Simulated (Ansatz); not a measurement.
Planning a run of Ansatz 0.2.0 on NaSrCeSbO6 (F-43m). The input:

```yaml
crystal:
  lattice:
    - [0.0, 4.20998119, 4.20998119]
    - [4.20998119, 0.0, 4.20998119]
    - [4.20998119, 4.20998119, 0.0]
  atoms:
    - { symbol: Na, position: [0.75, 0.75, 0.75] }
    - { symbol: Sr, position: [0.25, 0.25, 0.25] }
    - { symbol: Ce, position: [0.0, 0.0, 0.0] }
    - { symbol: Sb, position: [0.5, 0.5, 0.5] }
    - { symbol: O, position: [0.73748545, 0.26251455, 0.26251455] }
    - { symbol: O, position: [0.26251455, 0.73748545, 0.73748545] }
    - { symbol: O, position: [0.73748545, 0.73748545, 0.26251455] }
    - { symbol: O, position: [0.26251455, 0.26251455, 0.73748545] }
    - { symbol: O, position: [0.26251455, 0.73748545, 0.26251455] }
    - { symbol: O, position: [0.73748545, 0.26251455, 0.73748545] }
  host: atoms
kpoints:
  mp_grid: { grid: [4, 4, 4] }
  band_path:
    path:
      - [0.0, 0.0, 0.0]
      - [-0.5, -0.5, 0.0]
      - [-0.375, -0.375, 0.25]
      - [-0.375, 0.0, 0.375]
      - [0.0, 0.0, 0.5]
      - [-0.5, -0.25, 0.25]
    npoints: 1
hamiltonian:
  xc:
    exchange: pbe
    correlation: pbe
    exx: { coeff: inverse_dielectric }
  pseudopotentials: { kind: paw, azcp: { folder: soft_1 } }
scf:
  occupations: { method: fixed }
  n_extra_bands: 7
output:
  eigenvalues: true
```

```sh
ansatz run input.yaml --threads 2 --pin off --max-ram 92160MiB --backend cuda --events-out ev --progress --plain --runs-dir out --devices 1 --max-vram 13GiB
```

Q: How long will it take on 1 × NVIDIA H100 80GB HBM3 (shared by 6 runs) with 2 threads of AMD EPYC 7R13 (Zen 3), shared host, and how much memory?

It took 68 s; on shared hardware allow 34 s to 2.3 min. Peak host memory was 1.7 GiB. The sizes that set the cost: 2891 plane waves a state, 8 irreducible k points and 21 SCF cycles.

Exact exchange couples every pair of k points and filled bands, so it costs far more than a semilocal run.

[Paths, hosts, dates, memory and timing lines, banners, echoed tables and standing remarks are left out of the program output.]

[Logs are printed without paths, hosts, clocks, repeated set-up lines and the standing remarks that a program may print on its own settings, such as how far it seeks lower states.]

[Runs of the session that timed out or met a known fault of the program may be left out.]

[Cells called generated may have been cut or substituted from an entry of the Crystallography Open Database or the Materials Project.]

[Hosts, paths, dates, database ids (printed as entryN), source tags and the programs' standing remarks are cut or masked in the printed files.]
